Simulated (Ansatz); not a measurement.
# The 1T-SnSe2 bilayer (AA) between two gates

How do the bands of the 1T-SnSe2 bilayer (AA) follow a displacement field between two gates?

Calculated with Ansatz 0.2.0; plane-wave DFT, PBE-D3(BJ), Ansatz PAW.

The raw output is cut from this account; settings, times and results stay.

## (1) Set-up

The cell holds 6 atoms: 4 Se and 2 Sn. Its edges and angles: a = 3.870 Å, b = 3.870 Å, c = 45.621 Å, α = 90.0°, β = 90.0°, γ = 120.0°. Regions: layer 1: 1T-SnSe2, 3 atoms (2 Se and 1 Sn); layer 2: 1T-SnSe2, 3 atoms (2 Se and 1 Sn). Vacuum lies along c.

## (2) Relaxation

The starting cell is a guess, so the in-plane lattice and the atoms are relaxed first, with the slab cut off from its images along the normal.

input.yaml

```yaml
crystal:
  lattice:
    - [3.87, 0.0, 0.0]
    - [-1.935, 3.3515183126, 0.0]
    - [0.0, 0.0, 45.6209780866]
  atoms:
    - { symbol: Se, position: [0.6666666667, 0.3333333333, 0.4197630301] }
    - { symbol: Sn, position: [0.0, 0.0, 0.4428937162] }
    - { symbol: Se, position: [0.3333333333, 0.6666666667, 0.4660244022] }
    - { symbol: Se, position: [0.6666666667, 0.3333333333, 0.5339755978] }
    - { symbol: Sn, position: [0.0, 0.0, 0.5571062838] }
    - { symbol: Se, position: [0.3333333333, 0.6666666667, 0.5802369699] }
  periodic: [true, true, false]
kpoints:
  mp_grid: { grid: [12, 12, 1] }
hamiltonian:
  xc: pbe
  dispersion: d3bj
scf:
  occupations: { method: fermi_dirac, width: 0.05 }
  convergence: { dr2_threshold: 1.0e-09 }
relax:
  f_tol: 0.004
  max_steps: 90
  cell: {}
output:
  write_potential: true
  write_density: true
  volumetric_format: npy
```

The run is started by

```bash
> ansatz run input.yaml --threads 4 --pin off --max-ram 8192MiB --backend cpu --events-out ev --progress --plain --runs-dir out
```

It took 91 s on 4 threads of Intel Xeon Platinum 8375C at 2.90GHz (Ice Lake), shared host; peak memory 1.4 GiB; 5.7 min of CPU time.

The steps of the relaxation:

```
step  energy less that of the first step (eV)  largest force component (eV/Å)  volume (Å³)
   1                                   0.0000                          5.1836       591.72
   2                                  -3.6703                          2.9305       608.60
   3                                  -5.1835                          1.1771       604.91
   4                                  -5.4827                          0.1690       596.40
   5                                  -5.5528                          0.0818       593.36
   6                                  -5.5702                          0.0914       585.46
   7                                  -5.5743                          0.0140       580.96
   8                                  -5.5743                          0.0016       580.99
  9*                                  -5.5737                          0.0018       580.99
```

Relaxation steps marked * repeat the geometry before them on a plane-wave basis chosen anew for their cell, so energy and pressure can jump there.

Forces are held to the 12 operations that the program found; a distortion that breaks them can't arise in this run.

```
cell as run  before  after  change
      a (Å)   3.870  3.835  -0.9 %
      b (Å)   3.870  3.835  -0.9 %
```

The atoms that moved most (Å, along periodic axes as changes of fractional coordinates times the final cell, across vacuum about the mean position):

```
atom     dx     dy      dz  length
 Se1  0.000  0.000  -0.931   0.931
 Se6  0.000  0.000   0.931   0.931
 Sn5  0.000  0.000   0.391   0.391
 Sn2  0.000  0.000  -0.391   0.391
 Se3  0.000  0.000   0.151   0.151
 Se4  0.000  0.000  -0.151   0.151
```

Final coordinates:

```xyz
6
Lattice="3.8347 0.0000 0.0000 -1.9174 3.3210 0.0000 0.0000 0.0000 45.6210" Properties=species:S:1:pos:R:3
Se    1.9174    1.1070   18.2186
Sn    0.0000    0.0000   19.8144
Se    0.0000    2.2140   21.4114
Se    1.9174    1.1070   24.2096
Sn    0.0000    0.0000   25.8066
Se    0.0000    2.2140   27.4024
```

This step gave:

| Property | Result |
| --- | --- |
| energy at zero smearing | -33928.5488 eV |

The lattice constant a goes from 3.870 to 3.835 Å.

## (3) Gated layer, displacement field 0, start network

The slab is cut off from its images along the normal. Two sheets of opposite charge stand for the gates, so the stack stays neutral in a displacement field; barriers ahead of the sheets keep electrons from leaking to them. The uncharged case sets the zero.

The cell differs from the one that the last finished run ended in (c 45.621 → 46.484 Å).

input.yaml

```yaml
crystal:
  lattice:
    - [3.8347377516, 0.0, 0.0]
    - [-1.9173688758, 3.3209803097, 0.0]
    - [0.0, 0.0, 46.4838401911]
  atoms:
    - { symbol: Se, position: [0.6666666667, 0.3333333333, 0.4012147001] }
    - { symbol: Sn, position: [0.0, 0.0, 0.4355454008] }
    - { symbol: Se, position: [0.3333333333, 0.6666666667, 0.4699015591] }
    - { symbol: Se, position: [0.6666666667, 0.3333333333, 0.5300984409] }
    - { symbol: Sn, position: [0.0, 0.0, 0.5644545992] }
    - { symbol: Se, position: [0.3333333333, 0.6666666667, 0.5987852999] }
  periodic: [true, true, false]
  symmetry: { detect: true }
kpoints:
  mp_grid: { grid: [24, 24, 1] }
  band_path:
    path: [[0, 0, 0], [0.5, 0, 0], [0.33333333, 0.33333333, 0], [0, 0, 0]]
    npoints: 16
hamiltonian:
  xc: pbe
  dispersion: d3bj
scf:
  occupations: { method: fermi_dirac, width: 0.02585 }
  convergence: { dr2_threshold: 1.0e-10 }
output:
  forces: true
  eigenvalues: true
  dos: { projected: true, e_range: [-3, 3], de: 0.01 }
  write_potential: true
  write_density: true
  volumetric_format: npy
  elf: true
external_charges:
  - { charge: 0, barrier: 10, axis: 3, height: 31.334, sigma: 0.25 }
  - { charge: 0, barrier: 10, axis: 3, height: 15.15, sigma: 0.25 }
```

The job ended after 1.9 min (4 threads; peak memory 2.2 GiB).

Numbers from this step:

```yaml
gap_along_the_path: 0.6542 eV
smallest_direct_gap_along_the_path: 0.9307 eV
gap_the_smaller_of_path_and_mesh: 0.6542 eV
potential_beyond_the_upper_barrier_and_gate_less_the_barrier_from_the_fermi_level: 5.564 eV
```

Running mean over a fixed 2.8 Å (it still follows the layers) of the planar mean; beyond a gate it holds the 10 eV model barrier. Table of electron's electrostatic potential energy less the Fermi level by z:

z (Å), electron's electrostatic potential energy less the Fermi level (eV) and a bar from the least value:
```
        4       15.6 ##############################
        5       15.6 ##############################
        6       15.6 ##############################
        7       15.6 ##############################
        8       15.6 ##############################
        9       15.6 ##############################
       10       15.6 ##############################
       11       15.6 ##############################
       12       15.6 ##############################
       13       15.6 ##############################
       14       14.6 #############################
       15       11.1 #######################
       16        7.4 #################
       17        3.9 ###########
       18        0.9 ######
       19       -1.9 ##
       20       -3.1 
       21       -2.7 #
       22       -0.9 ####
       23        0.8 ######
       24        0.3 ######
       25       -2.0 ##
       26       -3.1 
       27       -2.7 #
       28       -0.8 ####
       29        2.5 #########
       30        5.5 ##############
       31        9.3 ####################
       32       13.0 ##########################
       33       15.5 ##############################
       34       15.6 ##############################
       35       15.6 ##############################
       36       15.6 ##############################
       37       15.6 ##############################
       38       15.6 ##############################
       39       15.6 ##############################
       40       15.6 ##############################
       41       15.6 ##############################
       42       15.6 ##############################
```

The density of states has structure finer than the step of the table below, so its rows give means over 0.2 eV. Peaks (eV: height): -2.47: 11.7, -1.45: 12.4, -1.05: 13.9, -0.80: 16.8, -0.44: 13.5, 1.68: 7.81, 1.95: 11.6.

Density of states against energy, zero at the Fermi level of the run, which the smearing sets inside the gap; means over each step:

```
energy (eV)  density of states (states/eV a cell)
       -2.8                                  4.60
       -2.6                                  4.91
       -2.4                                  5.02
       -2.2                                  3.27
       -2.0                                  3.26
       -1.8                                  4.07
       -1.6                                  4.31
       -1.4                                  7.71
       -1.2                                  2.86
       -1.0                                  9.05
       -0.8                                  9.28
       -0.6                                  5.64
       -0.4                                  3.34
       -0.2                                     0
        0.0                                     0
        0.2                                5.0e-4
        0.4                                 0.558
        0.6                                 0.880
        0.8                                  1.78
        1.0                                  2.96
        1.2                                  3.25
        1.4                                  2.64
        1.6                                  3.92
        1.8                                  2.40
        2.0                                  1.45
```

Projected DOS per atom over height of the atomic layer and energy from the Fermi level. Layers: Se Sn Se Se Sn Se from below.

Ten even steps from '_' (0.00 states/eV) to '@' (2.38 states/eV), each cell a mean:
```
____________
............
::::::::::::
..::....::..
::::::::::::
............
__..____..__
____________
____________
____________
____________
==__++++__==
##__%%%%__##
@@__@@@@__@@
--__::::__--
%%..****..%%
==__::::__==
--..----..--
::..::::..::
==::----::==
--::----::--
--::----::--
```
Columns: height of the atomic layer (Å) from 18.6 to 27.8 (not evenly spaced); rows upwards: energy from the Fermi level (eV) from -2.98 to 2.27.

Electronic bands along the path, in eV, zero at the Fermi level of the run, which the smearing sets inside the gap:

```
  point  band 43  band 44  band 45  band 46  band 47  band 48  band 49  band 50
      Γ    -0.56    -0.56    -0.45    -0.45     0.93     1.81     2.69     2.80
halfway    -1.55    -0.68    -0.66    -0.41     1.18     1.64     3.60     4.00
      M    -1.45    -1.05    -0.93    -0.62     0.31     0.66     3.53     3.81
halfway    -1.53    -1.50    -1.07    -0.81     1.09     1.22     4.35     4.58
      K    -1.68    -1.68    -0.89    -0.89     0.99     1.73     4.44     4.44
halfway    -1.47    -1.33    -0.98    -0.47     1.71     1.74     4.22     4.34
      Γ    -0.56    -0.56    -0.45    -0.45     0.93     1.81     2.69     2.80
```

ELF in the ca plane at fractional y = 0.000, with atoms of Sn within 0.2 Å of it. It is the smooth field of the valence electrons, not physical close to the nuclei.

Values, 6 rows by 16 columns, each cell a mean:
```
0.00 0.00 0.00 0.00 0.00 0.01 0.04 0.20 0.17 0.17 0.20 0.03 0.03 0.20 0.17 0.17
0.00 0.00 0.00 0.00 0.00 0.07 0.33 0.49 0.31 0.31 0.48 0.21 0.21 0.48 0.31 0.31
0.00 0.00 0.00 0.00 0.01 0.20 0.64 0.68 0.33 0.33 0.67 0.39 0.39 0.67 0.33 0.33
0.00 0.00 0.00 0.00 0.01 0.17 0.58 0.66 0.34 0.34 0.65 0.35 0.35 0.65 0.34 0.34
0.00 0.00 0.00 0.00 0.00 0.04 0.21 0.38 0.27 0.28 0.37 0.13 0.13 0.37 0.28 0.27
0.00 0.00 0.00 0.00 0.00 0.00 0.02 0.17 0.13 0.14 0.17 0.02 0.02 0.17 0.14 0.13
```
Columns run along c (16.0 Å, from fractional 0.25 to 0.59 of the cell), rows up along a (3.8 Å). Atoms in or near the plane, at fractional coordinates: Sn at (0.44, 0.00), Sn at (0.56, 0.00).

Electrostatic potential energy in the ca plane at fractional y = 0.000, with atoms of Sn within 0.2 Å of it. With pseudopotentials it is smooth inside the atoms' cores, unlike the true potential.

Values in eV, 6 rows by 16 columns, each cell a mean:
```
 10  10  10   8   0   0  -1  -5 -12 -12  -5  -1  -1  -5 -12 -12
 10  10  10   8   1   0  -1  -4 -13 -13  -4  -2  -2  -4 -13 -13
 10  10  10   8   1   0  -3  -7  -4  -4  -7  -3  -3  -7  -4  -4
 10  10  10   8   1   0  -2  -6  -5  -5  -6  -2  -2  -6  -5  -5
 10  10  10   8   1   0  -1  -4 -16 -16  -4  -1  -1  -4 -16 -16
 10  10  10   8   0   0  -1  -6  -8  -8  -6  -1  -1  -6  -8  -8
```
Columns run along c (16.0 Å, from fractional 0.25 to 0.59 of the cell; values clipped at the 3rd and 97th percentile), rows up along a (3.8 Å). Atoms in or near the plane, at fractional coordinates: Sn at (0.44, 0.00), Sn at (0.56, 0.00).

Valence density in the ca plane at fractional y = 0.000, with atoms of Sn within 0.2 Å of it. It is the smooth field of the valence electrons, not physical close to the nuclei.

Ten steps, logarithmic in the rise over the least value, from '0' (0 e/Å³) to '9' (14 e/Å³), each cell a mean:
```
00000000000000000000124798631000000001368974
00000000000000000000113565421100000011245653
00000000000000000011122222221110000111222222
00000000000000000012222111122211001122211112
00000000000000000112222111122221001222211112
00000000000000000112222111122221001222211112
00000000000000000011222222222211001122222222
00000000000000000001112344321100000011234432
00000000000000000000123687521000000001257863
00000000000000000000125899631000000001369985
```
Columns run along c (16.0 Å, from fractional 0.25 to 0.59 of the cell), rows up along a (3.8 Å). Atoms in or near the plane, at fractional coordinates: Sn at (0.44, 0.00), Sn at (0.56, 0.00).

The gap, the smaller of path and mesh, is 0.654 eV.

## (4) Gated layer, displacement field 0.905 V/nm

Edit input.yaml of step 3 so:

```diff
@@ -28,3 +28,2 @@
   eigenvalues: true
-  dos: { projected: true, e_range: [-3, 3], de: 0.01 }
   write_potential: true
@@ -32,5 +31,6 @@
   volumetric_format: npy
-  elf: true
 external_charges:
   - { charge: 0, barrier: 10, axis: 3, height: 31.334, sigma: 0.25 }
+  - { charge: -0.006368, axis: 3, height: 32.834, sigma: 0.5 }
   - { charge: 0, barrier: 10, axis: 3, height: 15.15, sigma: 0.25 }
+  - { charge: 0.006368, axis: 3, height: 13.65, sigma: 0.5 }
```

The job ended after 1.9 min (4 threads; peak memory 1.9 GiB).

Read from the output:

```
gap along the path                                                                  : 0.6503 eV
smallest direct gap along the path                                                  : 0.9279 eV
gap, the smaller of path and mesh                                                   : 0.6503 eV
potential beyond the upper barrier and gate, less the barrier, from the Fermi level : 5.944 eV
```

Electronic bands along the path, in eV, zero at the Fermi level of the run, which the smearing sets inside the gap:

```
  point  band 43  band 44  band 45  band 46  band 47  band 48  band 49  band 50
      Γ    -0.57    -0.57    -0.44    -0.44     0.92     1.81     2.68     2.80
halfway    -1.55    -0.68    -0.67    -0.41     1.18     1.64     3.60     4.00
      M    -1.46    -1.05    -0.94    -0.62     0.31     0.66     3.53     3.81
halfway    -1.54    -1.50    -1.07    -0.81     1.09     1.22     4.34     4.57
      K    -1.68    -1.68    -0.90    -0.89     0.99     1.73     4.43     4.44
halfway    -1.47    -1.33    -0.98    -0.47     1.70     1.75     4.21     4.34
      Γ    -0.57    -0.57    -0.44    -0.44     0.92     1.81     2.68     2.80
```

The gap, the smaller of path and mesh, is 0.650 eV.

## (5) Gated layer, displacement field 1.81 V/nm

Edit input.yaml of step 4 so:

```diff
@@ -33,4 +33,4 @@
   - { charge: 0, barrier: 10, axis: 3, height: 31.334, sigma: 0.25 }
-  - { charge: -0.006368, axis: 3, height: 32.834, sigma: 0.5 }
+  - { charge: -0.012735, axis: 3, height: 32.834, sigma: 0.5 }
   - { charge: 0, barrier: 10, axis: 3, height: 15.15, sigma: 0.25 }
-  - { charge: 0.006368, axis: 3, height: 13.65, sigma: 0.5 }
+  - { charge: 0.012735, axis: 3, height: 13.65, sigma: 0.5 }
```

It took 96 s on 4 threads; peak memory 1.9 GiB.

Electronic bands along the path, in eV, zero at the Fermi level of the run, which the smearing sets inside the gap:

```
  point  band 43  band 44  band 45  band 46  band 47  band 48  band 49  band 50
      Γ    -0.58    -0.58    -0.43    -0.43     0.92     1.81     2.67     2.81
halfway    -1.55    -0.68    -0.67    -0.41     1.17     1.64     3.59     4.00
      M    -1.46    -1.05    -0.94    -0.62     0.30     0.66     3.52     3.81
halfway    -1.54    -1.50    -1.07    -0.81     1.08     1.23     4.34     4.57
      K    -1.69    -1.68    -0.90    -0.88     0.98     1.73     4.42     4.44
halfway    -1.47    -1.34    -0.98    -0.47     1.67     1.77     4.20     4.34
      Γ    -0.58    -0.58    -0.43    -0.43     0.92     1.81     2.67     2.81
```

The gap, the smaller of path and mesh, is 0.639 eV.

## (6) Gated layer, displacement field 2.71 V/nm

Edit input.yaml of step 5 so:

```diff
@@ -33,4 +33,4 @@
   - { charge: 0, barrier: 10, axis: 3, height: 31.334, sigma: 0.25 }
-  - { charge: -0.012735, axis: 3, height: 32.834, sigma: 0.5 }
+  - { charge: -0.019103, axis: 3, height: 32.834, sigma: 0.5 }
   - { charge: 0, barrier: 10, axis: 3, height: 15.15, sigma: 0.25 }
-  - { charge: 0.012735, axis: 3, height: 13.65, sigma: 0.5 }
+  - { charge: 0.019103, axis: 3, height: 13.65, sigma: 0.5 }
```

Elapsed: 2.8 min, on 4 threads; peak memory 1.9 GiB.

The gap, the smaller of path and mesh, is 0.621 eV.

[end of part 1 of 2]

[Long decimals in the printed logs are rounded to 6 places.]

[Logs are printed without paths, hosts, clocks, repeated set-up lines and the standing remarks that a program may print on its own settings, such as how far it seeks lower states.]

[Hosts, paths, dates, database ids (printed as entryN), source tags and the programs' standing remarks are cut or masked in the printed files.]

[Maps of the electrostatic potential energy from Ansatz leave out the sawtooth potential of an applied field or a dipole correction, so their vacuum need not be flat; planar profiles and work functions include it.]

[The density of states shown here was stored with 400 of the rows of the run's finer table, so its peaks can read low, often by over a quarter, or be missed, and its means over a window can be off by a tenth or more.]
